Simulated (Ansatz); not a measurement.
## BaHg (Pm-3m): Grüneisen parameters

Wanted: mode Grüneisen parameters of BaHg (Pm-3m).

Program: Ansatz 0.2.0. Level of theory: DFT PBEsol, scalar-relativistic, plane waves, PAW; PAW set soft_1. Results are calculated unless marked as measured.

## (1) Set-up

Symmetry: Pm-3m, No. 221, cubic system. The conventional cell has a = 4.088 Å, b = 4.088 Å, c = 4.088 Å, α = 90.00°, β = 90.00°, γ = 90.00°. Nearest to Ba lie 8 Hg at 3.54 Å. Nearest to Hg lie 8 Ba at 3.54 Å. Farther neighbours are not listed.

## (2) The dispersion

The cell comes from relaxations at this level that are not shown. Stability and thermal properties need the whole zone. Linear response on a 4×4×4 q mesh gives force constants as far as a supercell of that size would.

The input, input.yaml:

```yaml
crystal:
  lattice:
    - [4.0877726502, 0.0, 0.0]
    - [0.0, 4.0877726502, 0.0]
    - [0.0, 0.0, 4.0877726502]
  atoms:
    - { symbol: Ba, position: [0.0, 0.0, 0.0] }
    - { symbol: Hg, position: [0.5, 0.5, 0.5] }
kpoints:
  mp_grid: { grid: [12, 12, 12] }
hamiltonian:
  xc: pbesol
  pseudopotentials: { kind: paw, azcp: { folder: soft_1 }, xc_functional: pbe }
scf:
  occupations: { method: methfessel_paxton, width: 0.2 }
output:
  eigenvalues: true
phonons:
  method: dfpt
  qmesh: [4, 4, 4]
  temperatures: { t_max: 1000, t_step: 50 }
  qpath:
    path:
      - [[0.0, 0.0, 0.0], [0.0, 0.5, 0.0], [0.5, 0.5, 0.0], [0.0, 0.0, 0.0], [0.5, 0.5, 0.5], [0.0, 0.5, 0.0]]
      - [[0.5, 0.5, 0.5], [0.5, 0.5, 0.0]]
    npoints: 10
```

Command:

```sh
ansatz run input.yaml --threads 4 --pin off --max-ram 10240MiB --backend cpu --events-out ev --progress --plain --runs-dir out
```

Numbers of over 12 decimals in the logs are rounded to 6 here.

Output:

```text
Engine: ansatz 0.2.0, aarch64-unknown-linux-gnu
Pseudopotentials: kind: paw
Pseudopotential: Ba, paw, valence charge 10, recommended cutoff 420 eV (normal), soft_1/Ba.paw.azcp
Pseudopotential: Hg, paw, valence charge 20, recommended cutoff 420 eV (normal), soft_1/Hg.paw.azcp
Functional definition: PBEsol
  exchange = pbesol_x
  correlation = pbesol_c
Crystal: 2 atoms, lattice volume = 68.306 Å³
Basis set: ecut = 420 eV, 1357 PW (Γ), exchange–correlation on 60×60×60 points (8 copies of the dense FFT grid, shifted against one another)
Bands: 19, of which v1, the nominal top of the filled ones, is band 15 counted from 1 (14 counted from 0)
Symmetry: 48 space group operations
k-points: 84 of 1728
Non-local potential: Ba, projectors of the file, l = 0: 3, l = 1: 2, l = 2: 2, l = 3: 2
Non-local potential: Hg, projectors of the file, l = 0: 3, l = 1: 2, l = 2: 2, l = 3: 1
PAW form: soft (Blöchl's): semilocal exchange-correlation on the pseudo side does not see the compensation charge
PAW frozen core: Ba, regenerated for the run's functional, and the local potential with it (the file was generated under x = pbe(κ = 0.804, μ = 0.219515), c = pbe(β = 0.066725))
PAW frozen core: Hg, regenerated for the run's functional, and the local potential with it (the file was generated under x = pbe(κ = 0.804, μ = 0.219515), c = pbe(β = 0.066725))
PAW one-centre angular grid: Ba, 194 points (default); XC on 64 Gauss nodes
PAW one-centre angular grid: Hg, 590 points (default); XC on 64 Gauss nodes
Initial density: superposition of atomic densities (chi_scale 0.1, normalization cell, long waves kept (reshape's long-wave potential 0.00 eV rms))
Initial wavefunctions: pseudopotential atomic-orbital guess
Functional: x = pbesol(κ = 0.804, μ = 0.123457), c = pbesol(β = 0.046)
SCF iter   1: F=—  HF=-19537.102611 eV  |F-HF|=—  |Δ(HF+E_count)|=         —  Δρ=9.41e-2  dr2=1.21e1  ethr=3.10e-3  ⟨swp⟩=7.3  Hψ=9273  notcnv=0
preconditioner: auto → Kerker (q_TF=auto, 2.379 Å⁻¹)  [metal: Δε(μ)=0.030 eV  Ē_g=8.559 eV  σ=0.200 eV  W_gap=0.13  n_scr=18 (ndim 8)  ℏωp=20.1 eV  f_vac=0.000  D(μ)=1.96/eV (n_scr^D=18)]
SCF iter   2: F=—  HF=-19534.414410 eV  |F-HF|=—  |Δ(HF+E_count)|=    2.69e0  S|Δr|=    0.00e0  Δρ=2.75e-2  dr2=1.51e0  ethr=3.10e-3  ⟨swp⟩=3.1  Hψ=4033  notcnv=0
SCF iter   3: F=—  HF=-19533.996013 eV  |F-HF|=—  |Δ(HF+E_count)|=   4.18e-1  S|Δr|=    0.00e0  Δρ=1.34e-2  dr2=3.35e-1  ethr=3.10e-3  ⟨swp⟩=3.2  Hψ=3084  notcnv=0
SCF iter   4: F=—  HF=-19533.874443 eV  |F-HF|=—  |Δ(HF+E_count)|=   1.22e-1  S|Δr|=    0.00e0  Δρ=3.64e-3  dr2=1.15e-2  ethr=1.12e-3  ⟨swp⟩=3.5  Hψ=3322  notcnv=0
SCF iter   5: F=—  HF=-19533.871337 eV  |F-HF|=—  |Δ(HF+E_count)|=   3.11e-3  S|Δr|=    0.00e0  Δρ=8.70e-4  dr2=5.06e-4  ethr=3.83e-5  ⟨swp⟩=2.0  Hψ=2406  notcnv=0
SCF iter   6: F=—  HF=-19533.871395 eV  |F-HF|=—  |Δ(HF+E_count)|=   5.86e-5  S|Δr|=    0.00e0  Δρ=1.86e-4  dr2=4.19e-5  ethr=1.69e-6  ⟨swp⟩=2.4  Hψ=2629  notcnv=0
SCF iter   7: F=—  HF=-19533.871391 eV  |F-HF|=—  |Δ(HF+E_count)|=   3.97e-6  S|Δr|=    0.00e0  Δρ=4.22e-5  dr2=1.42e-6  ethr=1.40e-7  ⟨swp⟩=2.0  Hψ=2204  notcnv=0
SCF iter   8: F=—  HF=-19533.871404 eV  |F-HF|=—  |Δ(HF+E_count)|=   1.27e-5  S|Δr|=    0.00e0  Δρ=7.78e-6  dr2=5.37e-8  ethr=4.74e-9  ⟨swp⟩=2.0  Hψ=2146  notcnv=0
SCF iter   9: F=—  HF=-19533.871404 eV  |F-HF|=—  |Δ(HF+E_count)|=   9.29e-9  S|Δr|=    0.00e0  Δρ=1.05e-6  dr2=1.01e-9  ethr=1.79e-10  ⟨swp⟩=2.2  Hψ=2374  notcnv=0
SCF iter  10: F=—  HF=-19533.871404 eV  |F-HF|=—  |Δ(HF+E_count)|=  3.17e-10  S|Δr|=    0.00e0  Δρ=2.51e-7  dr2=8.28e-11  ethr=3.38e-12  ⟨swp⟩=2.5  Hψ=2461  notcnv=0
SCF iter  11: F=-19533.871404 eV  HF=-19533.871404 eV  |F-HF|=0.00e0  |Δ(HF+E_count)|=  1.09e-11  S|Δr|=    0.00e0  Δρ=4.10e-8  dr2=1.40e-12  ethr=1.00e-12  ⟨swp⟩=7.2  Hψ=7919  notcnv=0
SCF 1 converged in 11 iterations: F = -19533.871404 eV  dr2 = 1.40e-12
  greatest PAW one-centre occupation: 1.000 electrons in one spin orbital (limit 2), on the Hg atom at site 1 (counted from 0), in its partial waves of l = 0
Initial density: read from a saved state, or passed on in memory by an earlier SCF of this step, an earlier step, the calling program or the single point that the run made first
iter 1 solved again at ethr=5.75e-8 eV; its pass at ethr=3.10e-3 eV (dr2=1.73e-5 eV) is discarded
SCF iter   1: F=—  HF=-19533.871404 eV  |F-HF|=—  |Δ(HF+E_count)|=         —  Δρ=4.80e-7  dr2=4.47e-11  ethr=5.75e-8  ⟨swp⟩=3.4  Hψ=13134  notcnv=0
eigensolver tolerance schedule: the retry pair's looser diagonalisation over-reported the residual by 386008.17 of it (diagonalisation noise at an unbounded share of the residual, at the tolerance the schedule requests for it); recorded, not acted on — ethr = c·dr2/N_el stays at c = 1.0e-1
preconditioner: auto → Kerker (q_TF=auto, 2.379 Å⁻¹)  [metal: Δε(μ)=0.007 eV  Ē_g=10.336 eV  σ=0.200 eV  W_gap=0.03  n_scr=18 (ndim 8)  ℏωp=20.1 eV  f_vac=0.000  D(μ)=1.59/eV (n_scr^D=6)]
SCF iter   2: F=—  HF=-19533.871404 eV  |F-HF|=—  |Δ(HF+E_count)|=   3.65e-7  S|Δr|=    0.00e0  Δρ=2.10e-7  dr2=7.66e-12  ethr=1.00e-12  ⟨swp⟩=4.4  Hψ=8781  notcnv=0
SCF iter   3: F=-19533.871404 eV  HF=-19533.871404 eV  |F-HF|=7.28e-12  |Δ(HF+E_count)|=  1.09e-11  S|Δr|=    0.00e0  Δρ=1.46e-7  dr2=4.03e-12  ethr=1.00e-12  ⟨swp⟩=1.0  Hψ=3528  notcnv=0
SCF 2 converged in 3 iterations: F = -19533.871404 eV  dr2 = 4.03e-12
phonons: the bands overlap, so this run is a metal and interpolates without the dipole-dipole term. If the crystal is really an insulator or semiconductor, its LO-TO splitting is missing
NSCF: frozen V_eff on 84 k-points
NSCF: frozen V_eff on 196 k-points
DFPT response loops at q = (0, 0, 0) (fractional): preconditioner auto → Kerker (q_TF=auto, 2.379 Å⁻¹) (partly filled bands, converged f_vac=0.000); β = 1.00, the filter's whole step (`scf.mixing.beta` (0.50) is not read by the response loops under this deck's `scf.mixing.preconditioner`; to damp them name `kerker` or `kerker_dos`, under which they read `scf.mixing.beta`, and type it under 1.00, their step now; both keys bind the ground state too); Broyden in place of MSR1
NSCF: frozen V_eff on 1176 k-points
DFPT response loops at q = (0, 0, 0.25) (fractional): mixed as the last ones told, above
NSCF: frozen V_eff on 686 k-points
DFPT response loops at q = (0, 0, -0.5) (fractional): mixed as the last ones told, above
NSCF: frozen V_eff on 2016 k-points
DFPT response loops at q = (0, 0.25, 0.25) (fractional): mixed as the last ones told, above
NSCF: frozen V_eff on 1176 k-points
DFPT response loops at q = (0, 0.25, -0.5) (fractional): mixed as the last ones told, above
NSCF: frozen V_eff on 686 k-points
DFPT response loops at q = (0, -0.5, -0.5) (fractional): mixed as the last ones told, above
NSCF: frozen V_eff on 1872 k-points
DFPT response loops at q = (0.25, 0.25, 0.25) (fractional): mixed as the last ones told, above
NSCF: frozen V_eff on 2016 k-points
DFPT response loops at q = (0.25, 0.25, -0.5) (fractional): mixed as the last ones told, above
NSCF: frozen V_eff on 1176 k-points
DFPT response loops at q = (0.25, -0.5, -0.5) (fractional): mixed as the last ones told, above
NSCF: frozen V_eff on 392 k-points
DFPT response loops at q = (-0.5, -0.5, -0.5) (fractional): mixed as the last ones told, above
SCF converged after 11 iterations
Stability not checked: this state was not tested for a lower state beside it, because cold or Methfessel-Paxton smearing, or corrected tetrahedra, fill the levels in a way that the test cannot read (fill_not_monotonic; see scf.lower_state_search)
Free energy (F): -19533.871404 eV
Harris-Foulkes:  -19533.871404 eV  (|F-HF|=0.00e0)
Internal energy: -19533.869548 eV  (E = F + TS)
E sigma→0 (E₀):  -19533.870940 eV
Entropy (-TS):   -0.001856 eV (-0.928 meV/atom)
Fermi energy:    10.823892 eV
--- Per-component energies (eV) ---
  E_band       = -506.615627
  E_kinetic    = 734.985185
  E_local      = -3570.411843  (includes V_loc(G=0)·N_el)
  E_nonlocal   = 179.907914
  E_hartree    = 1513.491704
  E_xc         = -405.532422
  E_vxc        = -377.325730  (∫ρ·V_xc dr)
  E_paw        = -14923.132453  (= ΣΔE_a)
  E_vpaw       = -500.755032  (= ΣTr[D̂ρ^β])
  E_aug_tail   = 0.000417  (compensation charges beyond the density's cutoff)
  E_ewald      = -3063.658197
  E_core_change = 0.480147  (= ΣΔE_core)
  E_smearing   = -0.001856  (= −TS)
  E_closure    = 0.000000  (closes the sum)
  Σ components = -19533.871404   (vs F -19533.871404, Δ=0.00e0)
--- Band table (eV; the first three rows and the last of 84) ---
  k-point 0: bands = [... 11 lower, 3.7899, 3.7899, 4.5084, 11.6620, 11.6620, 14.6280, 14.6280, 14.6280]
  k-point 1: bands = [... 11 lower, 3.7904, 3.7913, 4.6049, 11.6590, 11.6683, 14.2720, 14.3110, 14.3110]
  k-point 2: bands = [... 11 lower, 3.7919, 3.7953, 4.8795, 11.4556, 11.6862, 13.7456, 13.7456, 13.8836]
  k-point 83: bands = [... 11 lower, 4.0086, 4.0086, 7.8420, 9.4815, 9.4815, 9.4815, 16.6249, 16.6249]
--- Phonons (Γ-DFPT): 2 representative perturbations + reference (Σ response iterations 6) ---
  ASR residual: 2.688e-5 → 0.000e0 eV/Å²; symmetrization residual: 2.258e-5 eV/Å²
  ASR residual per site (eV/Å²): 2.69e-5 1.76e-5
  Γ frequencies (cm⁻¹): 0.00 0.00 0.00 74.01 74.01 74.01
--- Phonons (arbitrary-q DFPT): 10 irreducible q on the 4×4×4 mesh ---
  q = [0.0000, 0.0000, 0.0000] (star 1, of the zone-centre solve; hermiticity 2.75e-5, symmetrization 3.55e-12): -0.00 -0.00 -0.00 74.01 74.01 74.01
  q = [0.0000, 0.0000, 0.2500] (star 6, 4 solved perturbations in 1848 linear systems a pass and spin channel, the states on 588 of 1728 k-point pairs; hermiticity 2.31e-5, symmetrization 2.81e-12): 29.57 29.57 39.18 69.41 69.41 77.58
  q = [0.0000, 0.0000, -0.5000] (star 3, 4 solved perturbations in 1078 linear systems a pass and spin channel, the states on 343 of 1728 k-point pairs; hermiticity 4.64e-13, symmetrization 1.55e-12): 47.09 49.54 49.54 59.33 59.33 87.49
  q = [0.0000, 0.2500, 0.2500] (star 12, 4 solved perturbations in 3108 linear systems a pass and spin channel, the states on 1008 of 1728 k-point pairs; hermiticity 2.33e-5, symmetrization 1.02e-12): 26.34 38.32 48.09 64.49 75.45 78.45
  q = [0.0000, 0.2500, -0.5000] (star 12, 6 solved perturbations on 588 of 1728 k-point pairs; hermiticity 3.43e-5, symmetrization 7.60e-14): 31.05 39.89 48.87 54.18 76.85 84.82
  q = [0.0000, -0.5000, -0.5000] (star 3, 4 solved perturbations in 1078 linear systems a pass and spin channel, the states on 343 of 1728 k-point pairs; hermiticity 4.51e-5, symmetrization 1.56e-12): 24.70 24.70 46.36 51.50 82.30 82.30
  q = [0.2500, 0.2500, 0.2500] (star 8, 2 solved perturbations on 936 of 1728 k-point pairs; hermiticity 1.69e-5, symmetrization 1.54e-12): 37.04 37.04 43.80 74.59 75.54 75.54
  q = [0.2500, 0.2500, -0.5000] (star 12, 4 solved perturbations in 3108 linear systems a pass and spin channel, the states on 1008 of 1728 k-point pairs; hermiticity 1.90e-5, symmetrization 3.74e-12): 31.85 39.02 47.59 70.24 73.19 84.50
  q = [0.2500, -0.5000, -0.5000] (star 6, 4 solved perturbations in 1848 linear systems a pass and spin channel, the states on 588 of 1728 k-point pairs; hermiticity 3.16e-5, symmetrization 4.29e-13): 33.36 33.36 44.38 66.20 81.86 81.86
  q = [-0.5000, -0.5000, -0.5000] (star 1, 2 solved perturbations on 196 of 1728 k-point pairs; hermiticity 1.98e-12, symmetrization 1.85e-11): 43.43 43.43 43.43 83.83 83.83 83.83
  sum rule: each row above includes the acoustic sum rule's correction from the zone centre's row sums; it moved no ω² by more than (0.23 cm⁻¹)²
  mesh force constants: q→R imaginary residual 1.93e-18; ASR residual 2.688e-5 → 0.000e0 eV/Å²; symmetrization residual 1.776e-15 eV/Å²
  interpolated dispersion: 62 rows × 6 modes
  density of states and harmonic sums: on the 16×16×16 q-mesh, interpolated from the force constants of a 4×4×4 supercell (no non-analytic term)
  largest difference from the sums on the solved wave vectors: F 1.63e-2 eV, S 2.03e-5 and C_V 3.98e-6 eV/K
  zero-point energy: 0.020793 eV/cell   skipped modes (ω ≤ 0): 3   left out of the sums: 1.22e-4 of the cell's modes: C_V's classical limit lies that fraction below 3 k_B per atom; for a crystal, a wire or a layer, F and S can be off by more, and a phonons.interpolated_qmesh denser along its periods is the remedy for the sampling
```

Wall time 9.8 min (4 threads of Arm Neoverse V1, shared host); peak memory 3.1 GiB.

Numbers from this step:

```yaml
volume_per_atom: 34.15 Å³
gap_on_the_k_mesh: 0 eV
sum_rule_residual_before_enforcement: 2.69e-5 eV/Å²
lowest_frequency_on_the_path: 0 cm⁻¹
point_group: m-3m
highest_frequency_on_the_path_or_at_a_solved_wavevector: 87.5 cm⁻¹
mean_frequency: 55.9 cm⁻¹
debye_temperature_second_moment: 110 K
logarithmic_mean_frequency: 52.1 cm⁻¹
highest_optical_mode_at_the_zone_centre_no_lo_to_term: 74.01 cm⁻¹
lowest_optical_zone_centre_mode: 74.01 cm⁻¹
lowest_mode_on_the_q_mesh_acoustic_modes_at_gamma_apart: 24.7 cm⁻¹
zero_point_energy_per_atom: 10.4 meV
heat_capacity_at_300_k: 24.77 J/(mol atoms K)
vibrational_entropy_at_300_k: 59.63 J/(mol atoms K)
```

Frequencies (cm⁻¹) solved at each irreducible wavevector; negative means imaginary. Frequencies by wavevector, by row:

```tsv
q in reciprocal lattice units	star	mode 1	mode 2	mode 3	mode 4	mode 5	mode 6
0 0 0	1	0	0	0	74	74	74
0 0 0.25	6	29.6	29.6	39.2	69.4	69.4	77.6
0 0 -0.5	3	47.1	49.5	49.5	59.3	59.3	87.5
0 0.25 0.25	12	26.3	38.3	48.1	64.5	75.5	78.5
0 0.25 -0.5	12	31.1	39.9	48.9	54.2	76.8	84.8
0 -0.5 -0.5	3	24.7	24.7	46.4	51.5	82.3	82.3
0.25 0.25 0.25	8	37	37	43.8	74.6	75.5	75.5
0.25 0.25 -0.5	12	31.9	39	47.6	70.2	73.2	84.5
0.25 -0.5 -0.5	6	33.4	33.4	44.4	66.2	81.9	81.9
-0.5 -0.5 -0.5	1	43.4	43.4	43.4	83.8	83.8	83.8
```

Symmetry leaves 10 wavevectors to solve. The lowest mode among them, the acoustic zeros apart, lies at q = (0, -0.5, -0.5) and is real, 24.7 cm⁻¹.

## (3) Relaxing at another volume, volume ratio 0.97

The volume is scaled by 0.97 and held; symmetry leaves nothing to relax, so this is a single point. The modes can then be followed against volume.

input.yaml, the sections that differ from step 2:

```yaml
crystal:
  lattice:
    - [4.0464791942, 0.0, 0.0]
    - [0.0, 4.0464791942, 0.0]
    - [0.0, 0.0, 4.0464791942]
  atoms:
    - { symbol: Ba, position: [0.0, 0.0, 0.0] }
    - { symbol: Hg, position: [0.5, 0.5, 0.5] }
output:
  forces: true
  stress: true
  eigenvalues: true
# kpoints, hamiltonian, scf: as in step 2
# phonons: removed
```

Output:

```text
[...]
Crystal: 2 atoms, lattice volume = 66.257 Å³
Basis set: ecut = 420 eV, 1309 PW (Γ), exchange–correlation on 60×60×60 points (8 copies of the dense FFT grid, shifted against one another)
Bands: 19, of which v1, the nominal top of the filled ones, is band 15 counted from 1 (14 counted from 0)
Symmetry: 48 space group operations
[...]
k-points: 84 of 1728
[...]
--- Band table (eV; the first three rows and the last of 84) ---
  k-point 0: bands = [... 11 lower, 4.1534, 4.1534, 4.8295, 12.0693, 12.0693, 15.1231, 15.1231, 15.1231]
  k-point 1: bands = [... 11 lower, 4.1544, 4.1550, 4.9315, 12.0723, 12.0743, 14.7725, 14.7973, 14.7973]
  k-point 2: bands = [... 11 lower, 4.1572, 4.1592, 5.2206, 11.8861, 12.0885, 14.2124, 14.2124, 14.3722]
  k-point 83: bands = [... 11 lower, 4.3869, 4.3869, 8.2678, 9.8120, 9.8120, 9.8120, 17.1833, 17.1833]
[key lines of the parts left out:]
SCF converged after 8 iterations
Free energy (F): -19533.865745 eV
Fermi energy:    11.237863 eV
P = ⅓ Tr σ = 0.9207 GPa (9.207 kbar)
```

The job ended after 1.9 s (4 threads; peak memory 0.41 GiB).

This step gave:

```
pressure        : 0.9207 GPa
volume per atom : 33.13 Å³
```

The run ends at a pressure of 0.92 GPa.

## (4) Phonons at the other volume, volume ratio 0.97

The phonons are repeated at this volume on the same k and q meshes.

input.yaml: that of step 3 with these lines changed.

```diff
@@ -16,4 +16,11 @@
 output:
-  forces: true
-  stress: true
   eigenvalues: true
+phonons:
+  method: dfpt
+  qmesh: [4, 4, 4]
+  temperatures: { t_max: 1000, t_step: 50 }
+  qpath:
+    path:
+      - [[0.0, 0.0, 0.0], [0.0, 0.5, 0.0], [0.5, 0.5, 0.0], [0.0, 0.0, 0.0], [0.5, 0.5, 0.5], [0.0, 0.5, 0.0]]
+      - [[0.5, 0.5, 0.5], [0.5, 0.5, 0.0]]
+    npoints: 10
```

Output:

```text
[...]
Crystal: 2 atoms, lattice volume = 66.257 Å³
Basis set: ecut = 420 eV, 1309 PW (Γ), exchange–correlation on 60×60×60 points (8 copies of the dense FFT grid, shifted against one another)
Bands: 19, of which v1, the nominal top of the filled ones, is band 15 counted from 1 (14 counted from 0)
Symmetry: 48 space group operations
k-points: 84 of 1728
[...]
SCF iter   1: F=—  HF=-19537.131833 eV  |F-HF|=—  |Δ(HF+E_count)|=         —  Δρ=9.67e-2  dr2=1.23e1  ethr=3.10e-3  ⟨swp⟩=7.2  Hψ=9231  notcnv=0
[...]
SCF iter  11: F=-19533.865745 eV  HF=-19533.865745 eV  |F-HF|=7.28e-12  |Δ(HF+E_count)|=    0.00e0  S|Δr|=    0.00e0  Δρ=3.54e-8  dr2=8.80e-13  ethr=1.00e-12  ⟨swp⟩=7.1  Hψ=8127  notcnv=0
SCF 1 converged in 11 iterations: F = -19533.865745 eV  dr2 = 8.80e-13
[...]
SCF iter   3: F=-19533.865745 eV  HF=-19533.865745 eV  |F-HF|=3.64e-12  |Δ(HF+E_count)|=  3.64e-12  S|Δr|=    0.00e0  Δρ=1.30e-7  dr2=3.07e-12  ethr=1.00e-12  ⟨swp⟩=1.0  Hψ=3528  notcnv=0
SCF 2 converged in 3 iterations: F = -19533.865745 eV  dr2 = 3.07e-12
[...]
NSCF: frozen V_eff on 84 k-points
WARN: eigensolver did not converge (k=80): 1 band(s) unlocked after 20 sweeps at ethr=1.50e-12 eV (storage-precision floor; scheduled 1.00e-12 eV) (lowest unlocked band 18, counted from 0; max residual 3.99e-6 eV among the unlocked bands, 3.99e-6 eV over every band; other slots of this pass that fall short are told together in one closing line; warning suppressed until the next SCF loop or pass starts)
[...]
SCF converged after 11 iterations
[...]
Free energy (F): -19533.865745 eV
[...]
Internal energy: -19533.864358 eV  (E = F + TS)
E sigma→0 (E₀):  -19533.865398 eV
Entropy (-TS):   -0.001387 eV (-0.693 meV/atom)
Fermi energy:    11.237842 eV
[...]
--- Band table (eV; the first three rows and the last of 84) ---
  k-point 0: bands = [... 11 lower, 4.1536, 4.1536, 4.8295, 12.0692, 12.0692, 15.1231, 15.1231, 15.1231]
  k-point 1: bands = [... 11 lower, 4.1545, 4.1552, 4.9315, 12.0722, 12.0742, 14.7724, 14.7973, 14.7973]
  k-point 2: bands = [... 11 lower, 4.1573, 4.1594, 5.2206, 11.8860, 12.0884, 14.2123, 14.2123, 14.3722]
  k-point 83: bands = [... 11 lower, 4.3871, 4.3871, 8.2679, 9.8120, 9.8120, 9.8120, 17.1831, 17.1831]
[...]
ASR residual: 3.184e-5 → 0.000e0 eV/Å²; symmetrization residual: 1.830e-5 eV/Å²
  ASR residual per site (eV/Å²): 2.48e-5 3.18e-5
  Γ frequencies (cm⁻¹): 0.00 0.00 0.00 79.17 79.17 79.17
--- Phonons (arbitrary-q DFPT): 10 irreducible q on the 4×4×4 mesh ---
[...]
interpolated dispersion: 62 rows × 6 modes
[...]
```

Wall time 9.6 min (4 threads); peak memory 3 GiB; 38 min of CPU time.

Numbers from this step:

```yaml
sum_rule_residual_before_enforcement: 3.18e-5 eV/Å²
highest_frequency_on_the_path_or_at_a_solved_wavevector: 91.64 cm⁻¹
mean_frequency: 58.8 cm⁻¹
debye_temperature_second_moment: 116 K
logarithmic_mean_frequency: 54.5 cm⁻¹
highest_optical_mode_at_the_zone_centre_no_lo_to_term: 79.17 cm⁻¹
lowest_optical_zone_centre_mode: 79.17 cm⁻¹
lowest_mode_on_the_q_mesh_acoustic_modes_at_gamma_apart: 22.94 cm⁻¹
zero_point_energy_per_atom: 10.93 meV
heat_capacity_at_300_k: 24.75 J/(mol atoms K)
vibrational_entropy_at_300_k: 58.49 J/(mol atoms K)
```

Frequencies (cm⁻¹) solved at each irreducible wavevector; negative means imaginary. Frequencies by wavevector, by row:

```tsv
q in reciprocal lattice units	star	mode 1	mode 2	mode 3	mode 4	mode 5	mode 6
0 0 0	1	0	0	0	79.2	79.2	79.2
0 0 0.25	6	31.2	31.2	41.2	74.1	74.1	82.1
0 0 -0.5	3	49.9	52.8	52.8	62.9	62.9	91.6
0 0.25 0.25	12	25.9	40.6	51.1	68.8	79.2	83.5
0 0.25 -0.5	12	30.9	41.3	52.1	57.8	81.3	89.1
0 -0.5 -0.5	3	22.9	22.9	49.7	55.2	86.9	86.9
0.25 0.25 0.25	8	38.4	38.4	45.8	79	79.9	79.9
0.25 0.25 -0.5	12	32.4	40.4	51	72.8	77.9	88.7
0.25 -0.5 -0.5	6	34.2	34.2	47.8	68.9	85.4	85.4
-0.5 -0.5 -0.5	1	46.7	46.7	46.7	86.2	86.2	86.2
```

The highest optical mode at the zone centre (no LO-TO term) is 79.2 cm⁻¹, +5.2 cm⁻¹ against the base run.

[end of part 1 of 2]

[Logs are printed without paths, hosts, clocks, repeated set-up lines and the standing remarks that a program may print on its own settings, such as how far it seeks lower states.]

[Hosts, paths, dates, database ids (printed as entryN), source tags and the programs' standing remarks are cut or masked in the printed files.]
